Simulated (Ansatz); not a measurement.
# Direct or indirect: PbSe (Fm-3m)

```
Pb Se
1.0
     0.00000    3.06065    3.06065
     3.06065    0.00000    3.06065
     3.06065    3.06065    0.00000
Pb Se
1 1
Direct
  0.00000 0.00000 0.00000
  0.50000 0.50000 0.50000
```

Method: Ansatz, PBE, independent particles, without spin-orbit coupling, line width 0.1 eV (Gaussian). The band structure gives a fundamental gap of 0.29 eV. The spectrum of vertical transitions near the edge:

```tsv
E (eV)	Im ε, E ∥ xyz
0.00	0.00
0.12	0.01
0.24	0.28
0.36	1.10
0.48	1.60
0.60	2.00
0.72	2.53
0.84	3.22
0.96	4.03
1.08	5.01
1.20	6.15
1.32	7.59
1.44	9.61
1.56	11.94
1.68	13.58
1.80	16.68
```

(1) Is the gap direct or indirect, and about where do vertical transitions set in?

Results:

(1) Direct: the band path has its least direct gap at the fundamental one, 0.29 eV, and the curves rise from there. Lines are broadened by 0.1 eV, which spreads the edge.

[Logs are printed without paths, hosts, clocks, repeated set-up lines and the standing remarks that a program may print on its own settings, such as how far it seeks lower states.]
